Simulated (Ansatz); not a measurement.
## Lattice dynamics of CdF2 monolayer (1T)

Task: relax CdF2 monolayer (1T), then find its harmonic phonons.

Main program and level: Ansatz 0.2.0; DFT LDA, scalar-relativistic, plane waves, PAW.

## Step 1: Starting point

The cell holds 3 atoms: 1 Cd and 2 F. Cell: a = 3.350 Å, b = 3.350 Å, c = 20.000 Å, α = 90.0°, β = 90.0°, γ = 120.0°. Vacuum lies along c.

## Step 2: Rough relaxation

The start is far from rest, so a relaxation with loose tolerances brings it close first.

The program solves this slab on a cell height of its own, 27.6 Å, in place of the one typed.

input.yaml reads:

```yaml
crystal:
  lattice:
    - [3.35, 0.0, 0.0]
    - [-1.675, 2.90119, 0.0]
    - [0.0, 0.0, 20.0]
  atoms:
    - { symbol: Cd, position: [0.0, 0.0, 0.5] }
    - { symbol: F, position: [0.333333, 0.666667, 0.5475] }
    - { symbol: F, position: [0.666667, 0.333333, 0.4525] }
  periodic: [true, true, false]
kpoints:
  mp_grid: { grid: [9, 9, 1] }
hamiltonian:
  xc: lda
scf:
  occupations: { method: gaussian, width: 0.1 }
output:
  forces: true
  stress: true
  eigenvalues: true
relax:
  adjacent_minimum: "off"
  f_tol: 0.05
  max_steps: 80
  cell: { stress_2d_tol: 0.02 }
```

Launch:

```bash
> ansatz run input.yaml --threads 8 --pin off --max-ram 14336MiB --backend cpu --events-out ev --progress --plain --runs-dir out
```

Numbers of over 12 decimals in the logs are rounded to 6 here.

Log:

```text
[...]
F+E_penalty+E_count = -9705.85339926 eV   max|allowed force component| = 1.313e-4 eV/Å   (the final SCF, on the basis selected at the relaxed cell)
  cell:  # Å, volume = 282.6633 Å³
    - [3.438863, 0, 0]
    - [-1.719431, 2.978143, 0]
    - [0, 0, 27.6]
  atoms:
    - { symbol: Cd, position: [0, 0, 0.362319] }
    - { symbol: F, position: [0.333333, 0.666667, 0.397599] }
    - { symbol: F, position: [0.666667, 0.333333, 0.327039] }
[key lines of the parts left out:]
SCF converged after 6 iterations
Free energy (F): -9705.853399 eV
Fermi energy:    -6.978661 eV
P = ½ c Tr σ = 0.0136 N/m
```

It took 6 s on 8 threads of Intel Xeon Platinum 8488C (Sapphire Rapids), shared host; peak memory 0.69 GiB; 36 s of CPU time.

The steps of the relaxation:

```csv
step,energy less that of the first step (eV),largest force component (eV/Å),volume (Å³)
1,0.0000,0.6815,268.24
2,-0.0727,0.1200,276.00
3,-0.0753,0.0021,279.44
4,-0.0748,0.0045,280.44
5*,-0.0874,0.0037,280.44
6,-0.0867,0.0001,282.21
7,-0.0864,0.0000,282.66
8*,-0.0880,0.0001,282.66
```

Relaxation steps marked * repeat the geometry before them on a plane-wave basis chosen anew for their cell, so energy and pressure can jump there.

Forces are held to the 12 operations that the run works with; a distortion that breaks them can't arise in this run.

```csv
cell as run,before,after,change
a (Å),3.350,3.439,+2.7 %
b (Å),3.350,3.439,+2.7 %
```

The atoms that moved most (Å, along periodic axes as changes of fractional coordinates times the final cell, across vacuum about the mean position):

```csv
atom,dx,dy,dz,length
F2,0.000,0.000,0.024,0.024
F3,0.000,0.000,-0.024,0.024
```

Final coordinates:

```
Cd F
1.0
     3.43886    0.00000    0.00000
    -1.71943    2.97814    0.00000
     0.00000    0.00000   27.60000
Cd F
1 2
Direct
  0.00000 0.00000 0.36232
  0.33333 0.66667 0.39760
  0.66667 0.33333 0.32704
```

Numbers from this step:

```
gap on the k-mesh  : 3.803 eV
direct gap on mesh : 3.803 eV
area per atom      : 3.414 Å²
```

The relaxation ends with a largest force component of 1.3e-4 eV/Å.

## Step 3: Bringing the structure to rest

Harmonic phonons are second derivatives at a point where the forces vanish, and they are wanted at zero stress, so atoms and cell are relaxed first.

input.yaml reads:

```yaml
crystal:
  lattice:
    - [3.4388628343, 0.0, 0.0]
    - [-1.7194314172, 2.9781425747, 0.0]
    - [0.0, 0.0, 27.6]
  atoms:
    - { symbol: Cd, position: [0.0, 0.0, 0.3623188406] }
    - { symbol: F, position: [0.3333333333, 0.6666666667, 0.3975985639] }
    - { symbol: F, position: [0.6666666667, 0.3333333333, 0.3270391172] }
  periodic: [true, true, false]
kpoints:
  mp_grid: { grid: [9, 9, 1] }
hamiltonian:
  xc: lda
scf:
  occupations: { method: gaussian, width: 0.02 }
output:
  forces: true
  stress: true
  eigenvalues: true
  write_density: true
  write_potential: true
  elf: true
  volumetric_format: npy
relax:
  adjacent_minimum: "off"
  f_tol: 0.005
  max_steps: 80
  cell: { stress_2d_tol: 0.02 }
```

Log:

```text
[...]
Crystal: 3 atoms, lattice volume = 282.663 Å³
Basis set: ecut = 420 eV, 5505 PW (Γ)
Bands: 21, of which v1, the nominal top of the filled ones, is band 17 counted from 1 (16 counted from 0)
Symmetry: 12 space group operations
[...]
k-points: 12 of 81
[...]
SCF iter   1: F=—  HF=-9705.893078 eV  |F-HF|=—  |Δ(HF+E_count)|=         —  Δρ=7.62e-3  dr2=1.23e-1  ethr=1.77e-3  ⟨swp⟩=11.0  Hψ=1766  notcnv=0
[...]
SCF iter   9: F=-9705.853399 eV  HF=-9705.853399 eV  |F-HF|=1.82e-11  |Δ(HF+E_count)|=  4.00e-11  Δρ=2.50e-8  dr2=9.49e-13  ethr=1.00e-12  ⟨swp⟩=6.6  Hψ=1394  notcnv=0
SCF 1 converged in 9 iterations: F = -9705.853399 eV  dr2 = 9.49e-13
[...]
relax step   1: F+E_penalty+E_count = -9705.85339926 eV  Δ(F+E_penalty+E_count) = +0.000e0 eV  max|allowed force component| = 1.314e-4 eV/Å  Δτ_max = 0.0000 Å  P = +0.014 N/m  Ω = 282.663 Å³  fix = [c, alpha, beta]  reactions: c +0.000 N/m  (9 SCF iters, accepted)
[...]
SCF iter   9: F=-9705.853399 eV  HF=-9705.853399 eV  |F-HF|=1.82e-11  |Δ(HF+E_count)|=  3.27e-11  Δρ=2.42e-8  dr2=4.90e-13  ethr=1.00e-12  ⟨swp⟩=7.9  Hψ=1527  notcnv=0
SCF 2 converged in 9 iterations: F = -9705.853399 eV  dr2 = 4.90e-13
relax step   2: F+E_penalty+E_count = -9705.85339926 eV  Δ(F+E_penalty+E_count) = +0.000e0 eV  max|allowed force component| = 1.312e-4 eV/Å  Δτ_max = 0.0000 Å  P = +0.014 N/m  Ω = 282.663 Å³  fix = [c, alpha, beta]  reactions: c +0.000 N/m  stress off target by 1.36e-2 N/m on what of the cell is left free  SCF on the basis re-selected at this cell (its energy is not comparable with the rows above)  (9 SCF iters)
basis re-selected at this cell: Δ(F+E_penalty+E_count) = +0.000e0 eV, ΔP = +0.000 N/m vs the last step (what re-selecting the basis moved, of the pressure what is left beyond the Pulay correction that the steps carried, after the strain that the cell walked since its last selection, with what the two solves' SCF thresholds leave and, on support functions, any second-order correction that the steps lacked; it is no me [...]
WARN: The output density's exchange-correlation potential varies sharply where the density is thin. Do not read a vacuum level from v_tot or v_xc, or from such a field of the output density. On a cell that repeats whose density bears no net charge and no dipole along the vacuum's axis use v_es (v_loc + v_h of the components); under efield.dipole_correction with no amplitude use v_es + v_field, which holds any externa [...]
SCF converged after 9 iterations
Free energy (F): -9705.853399 eV
[...]
Internal energy: -9705.853399 eV  (E = F + TS)
E sigma→0 (E₀):  -9705.853399 eV
Fermi energy:    -6.979535 eV
[...]
--- Forces (eV/Å), atoms counted from 1 ---
  atom   1  Cd     0.00000000     0.00000000     0.00000000
  atom   2  F     -0.00000000    -0.00000000     0.00013119
  atom   3  F      0.00000000     0.00000000    -0.00013119
  max |Σ_I F_I| component: 4.63e-18 eV/Å
--- 2D stress c σ (N/m, compression-positive) ---
        0.013559      -0.000000       0.000000
       -0.000000       0.013559       0.000000
        0.000000       0.000000       0.000000
  P = ½ c Tr σ = 0.0136 N/m
--- Band table (eV; the first three rows and the last of 12) ---
  k-point 0: bands = [... 13 lower, -10.4944, -10.1403, -8.8813, -8.8813, -5.0778, -1.7587 (-1.7587°), -0.0696, 0.1448]
  k-point 1: bands = [... 13 lower, -10.3692, -10.0706, -9.0854, -8.9235, -4.7062, -1.4946 (-1.4946°), 0.1281, 0.3612]
  k-point 2: bands = [... 13 lower, -10.5161, -9.9633, -9.4818, -8.9861, -3.7567, -0.8030 (-0.8030°), 0.7108, 1.0019]
  k-point 11: bands = [... 13 lower, -10.9815, -10.8743, -9.3298, -9.3298, -0.7411, 2.0591, 2.2511, 2.2511]
  ° read free of the cell's end (the report's vacuum.weakly_bound_levels)
--- Relaxed structure (1 steps of the walk, 1 accepted, 1 SCFs on fresh bases) ---
[...]
cell:  # Å, volume = 282.6633 Å³
    - [3.438863, 2.8867548167887924e-11, 0.0]
    - [-1.719431, 2.978143, 0.0]
    - [0.0, 0.0, 27.6]
  atoms:
    - { symbol: Cd, position: [0.0, 0.0, 0.362319] }
    - { symbol: F, position: [0.333333, 0.666667, 0.397599] }
    - { symbol: F, position: [0.666667, 0.333333, 0.327039] }
```

Elapsed: 2.2 s, on 8 threads; peak memory 0.69 GiB.

Little changed from the start: no atom moved by 0.005 Å and no cell edge by 0.1 %.

Valence density in the ac plane at fractional y = 0.000, with atoms of Cd within 0.2 Å of it. It is the smooth field of the valence electrons, not physical close to the nuclei.

Ten steps, logarithmic in the rise over the least value, from '0' (0 e/Å³) to '9' (15 e/Å³), each cell a mean:
```
00000000000000
00000000000000
00000000000000
00000000000000
00000000000000
00000000000000
00000000000000
00000000000000
00000000000000
00000000000000
00000000000000
00000000000000
00000000000000
00000000000000
76532111112357
99752111113689
11100111110011
00000000000000
00000000000000
00000000000000
00000000000000
00000000000000
00000000000000
00000000000000
```
Columns run along a (3.4 Å), rows up along c (27.6 Å). Atoms in or near the plane, at fractional coordinates: Cd at (0.00, 0.36).

ELF in the ac plane at fractional y = 0.000, with atoms of Cd within 0.2 Å of it. It is the smooth field of the valence electrons, not physical close to the nuclei.

Ten even steps from '0' (0.00) to '9' (0.69), each cell a mean:
```
00000000000000
00000000000000
00000000000000
00000000000000
00000000000000
00000000000000
00000000000000
00000000000000
00000000000000
00000000000000
00000000000000
00000000000000
00000000000000
00000122210000
55321244321245
98642122112579
11001245421011
00000000000000
00000000000000
00000000000000
00000000000000
00000000000000
00000000000000
00000000000000
```
Columns run along a (3.4 Å), rows up along c (27.6 Å). Atoms in or near the plane, at fractional coordinates: Cd at (0.00, 0.36).

Electrostatic potential energy in the ac plane at fractional y = 0.000, with atoms of Cd within 0.2 Å of it. With pseudopotentials it is smooth inside the atoms' cores, unlike the true potential.

Ten even steps from '0' (-18 eV) to '9' (0 eV), each cell a mean:
```
99999999999999
99999999999999
99999999999999
99999999999999
99999999999999
99999999999999
99999999999999
99999999999999
99999999999999
99999999999999
99999999999999
99999999999999
99999999999999
99999999999999
12236788875321
00003678762000
66788999998876
99999999999999
99999999999999
99999999999999
99999999999999
99999999999999
99999999999999
99999999999999
```
Columns run along a (3.4 Å; values clipped at the 3rd and 97th percentile), rows up along c (27.6 Å). Atoms in or near the plane, at fractional coordinates: Cd at (0.00, 0.36).

## Step 4: Tight relaxation

Phonons need a cell at rest on their own settings, so the relaxation is repeated with tight tolerances on forces and stress on the k mesh and occupations of the first response run.

input.yaml, the sections that differ from step 3:

```yaml
kpoints:
  mp_grid: { grid: [12, 12, 1] }
scf:
  occupations: { method: fixed }
relax:
  adjacent_minimum: "off"
  f_tol: 0.001
  max_steps: 60
  cell: { stress_2d_tol: 0.002 }
# crystal, hamiltonian, output: as in step 3
```

Log:

```text
[...]
Crystal: 3 atoms, lattice volume = 282.663 Å³
Basis set: ecut = 420 eV, 5505 PW (Γ)
Bands: 21, of which v1, the nominal top of the filled ones, is band 17 counted from 1 (16 counted from 0)
Symmetry: 12 space group operations
[...]
k-points: 19 of 144
[...]
° read free of the cell's end (the report's vacuum.weakly_bound_levels)
--- Relaxed structure (3 steps of the walk, 3 accepted, 1 SCFs on fresh bases) ---
[...]
cell:  # Å, volume = 282.7589 Å³
    - [3.439444, 2.887242896901455e-11, 0]
    - [-1.719722, 2.978646, 0]
    - [0, 0, 27.6]
  atoms:
    - { symbol: Cd, position: [0, 0, 0.362319] }
    - { symbol: F, position: [0.333333, 0.666667, 0.397584] }
    - { symbol: F, position: [0.666667, 0.333333, 0.327054] }
[key lines of the parts left out:]
SCF converged after 8 iterations
Free energy (F): -9705.853283 eV
Fermi energy:    -8.880531 eV
P = ½ c Tr σ = 0.0017 N/m
```

It took 4.6 s on 8 threads; peak memory 0.76 GiB.

Little changed from the start: no atom moved by 0.005 Å and no cell edge by 0.1 %.

Numbers from this step:

| Item | Value |
| --- | --- |
| area per atom | 3.415 Å² |

Electrostatic potential energy in the ac plane at fractional y = 0.333, with atoms of F within 0.2 Å of it. With pseudopotentials it is smooth inside the atoms' cores, unlike the true potential.

Values in eV, 24 rows by 14 columns, each cell a mean:
```
 0.0  0.0  0.0  0.0  0.0  0.0  0.0  0.0  0.0  0.0  0.0  0.0  0.0  0.0
 0.0  0.0  0.0  0.0  0.0  0.0  0.0  0.0  0.0  0.0  0.0  0.0  0.0  0.0
 0.0  0.0  0.0  0.0  0.0  0.0  0.0  0.0  0.0  0.0  0.0  0.0  0.0  0.0
 0.0  0.0  0.0  0.0  0.0  0.0  0.0  0.0  0.0  0.0  0.0  0.0  0.0  0.0
 0.0  0.0  0.0  0.0  0.0  0.0  0.0  0.0  0.0  0.0  0.0  0.0  0.0  0.0
 0.0  0.0  0.0  0.0  0.0  0.0  0.0  0.0  0.0  0.0  0.0  0.0  0.0  0.0
 0.0  0.0  0.0  0.0  0.0  0.0  0.0  0.0  0.0  0.0  0.0  0.0  0.0  0.0
 0.0  0.0  0.0  0.0  0.0  0.0  0.0  0.0  0.0  0.0  0.0  0.0  0.0  0.0
 0.0  0.0  0.0  0.0  0.0  0.0  0.0  0.0  0.0  0.0  0.0  0.0  0.0  0.0
 0.0  0.0  0.0  0.0  0.0  0.0  0.0  0.0  0.0  0.0  0.0  0.0  0.0  0.0
 0.0  0.0  0.0  0.0  0.0  0.0  0.0  0.0  0.0  0.0  0.0  0.0  0.0  0.0
 0.0  0.0  0.0  0.0  0.0  0.0  0.0  0.0  0.0  0.0  0.0  0.0  0.0  0.0
 0.0  0.0  0.0  0.0  0.0  0.0  0.0  0.0  0.0 -0.1  0.0  0.0  0.0  0.0
-0.5 -0.5 -0.5 -0.5 -0.5 -0.5 -0.4 -0.5 -0.5 -0.5 -0.5 -0.5 -0.4 -0.5
-4.8 -5.7 -6.2 -6.2 -5.3 -4.0 -3.2 -2.3 -2.0 -1.9 -1.9 -2.2 -2.7 -3.5
-7.4 -8.1 -8.3 -8.2 -7.7 -6.4 -5.2 -5.9 -6.2 -6.5 -6.3 -6.0 -5.4 -5.6
-1.6 -2.0 -2.2 -2.1 -1.7 -1.5 -2.3 -5.2 -6.2 -6.4 -6.3 -5.7 -3.6 -1.7
-0.1 -0.2 -0.2 -0.2 -0.1  0.0  0.0  0.0  0.0  0.0  0.0  0.0  0.0  0.0
 0.0  0.0  0.0  0.0  0.0  0.0  0.0  0.0  0.0  0.0  0.0  0.0  0.0  0.0
 0.0  0.0  0.0  0.0  0.0  0.0  0.0  0.0  0.0  0.0  0.0  0.0  0.0  0.0
 0.0  0.0  0.0  0.0  0.0  0.0  0.0  0.0  0.0  0.0  0.0  0.0  0.0  0.0
 0.0  0.0  0.0  0.0  0.0  0.0  0.0  0.0  0.0  0.0  0.0  0.0  0.0  0.0
 0.0  0.0  0.0  0.0  0.0  0.0  0.0  0.0  0.0  0.0  0.0  0.0  0.0  0.0
 0.0  0.0  0.0  0.0  0.0  0.0  0.0  0.0  0.0  0.0  0.0  0.0  0.0  0.0
```
Columns run along a (3.4 Å; values clipped at the 3rd and 97th percentile), rows up along c (27.6 Å). Atoms in or near the plane, at fractional coordinates: F at (0.67, 0.33).

Valence density in the ac plane at fractional y = 0.333, with atoms of F within 0.2 Å of it. It is the smooth field of the valence electrons, not physical close to the nuclei.

Ten steps, logarithmic in the rise over the least value, from '_' (0.00 × 1e0 e/Å³) to '@' (5.36 × 1e0 e/Å³), each cell a mean:
```
____________________________
____________________________
____________________________
____________________________
____________________________
____________________________
____________________________
____________________________
____________________________
____________________________
____________________________
____________________________
____________________________
__........__________________
--======--::::............::
--======----==**%%@@%%##++--
..........::==##@@@@@@##++--
____________________________
____________________________
____________________________
____________________________
____________________________
____________________________
____________________________
```
Columns run along a (3.4 Å), rows up along c (27.6 Å). Atoms in or near the plane, at fractional coordinates: F at (0.67, 0.33).

ELF in the ac plane at fractional y = 0.333, with atoms of F within 0.2 Å of it. It is the smooth field of the valence electrons, not physical close to the nuclei.

Ten even steps from '0' (0.00) to '9' (0.73), each cell a mean:
```
00000000000000
00000000000000
00000000000000
00000000000000
00000000000000
00000000000000
00000000000000
00000000000000
00000000000000
00000000000000
00000000000000
00000000000000
00000000000000
11221000000000
12222100000001
11211136888752
10001379999985
00000001222110
00000000000000
00000000000000
00000000000000
00000000000000
00000000000000
00000000000000
```
Columns run along a (3.4 Å), rows up along c (27.6 Å). Atoms in or near the plane, at fractional coordinates: F at (0.67, 0.33).

The largest force component left is 0.081 meV/Å, within the tolerances set.

(Continued in part 2 of 3.)

[Logs are printed without paths, hosts, clocks, repeated set-up lines and the standing remarks that a program may print on its own settings, such as how far it seeks lower states.]

[Hosts, paths, dates, database ids (printed as entryN), source tags and the programs' standing remarks are cut or masked in the printed files.]
